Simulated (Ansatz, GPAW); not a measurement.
# Polarising Te/Al(100) with a field along the normal

The dipole of the cell at several fields, atoms fixed. What does the strongest field give, and what length does the slope stand for?

Set-up. GPAW 26.7.0, plane waves (400 eV), PAW setups, PBE, 11×11 mesh, a dipole layer in the vacuum; geometry relaxed without an applied field with Ansatz 0.2.0. The cell's area is 8.20 Å², and e/ε0 = 180.95 V Å.

What came out, but for one run:

| field (V/Å) | dipole (e Å) |
| --- | --- |
| −0.2 | −0.1278 |
| −0.1 | −0.0710 |
| −0.05 | −0.0426 |
| 0.05 | 0.0143 |
| 0.1 | 0.0428 |
| 0.2 | 0.0997 |
| 0.3 | ? |

Q: What is the dipole at 0.3 V/Å?

**Working.** A line through the 6 points has the slope α = 0.569 e Å per V/Å and the intercept p₀ = −0.0141 e Å (r.m.s. residual 4.3e−05). At 0.3 V/Å it gives p = −0.0141 + 0.569 × 0.3 = 0.1565 e Å; the run gives 0.1567 e Å, so the response stays linear to 0.1 % of the induced part. Dividing by ε0 and the area: α/(ε0 A) = 0.569 × 180.95 / 8.20 = 12.55 Å, against 9.33 Å between the outer nuclei.

**Limits.** This is the electronic response alone; ions that move would add to it in polar layers. No run was spin-polarised, so magnetic states weren't tested. Spin-orbit coupling is left out, which matters for the heavier atoms here.
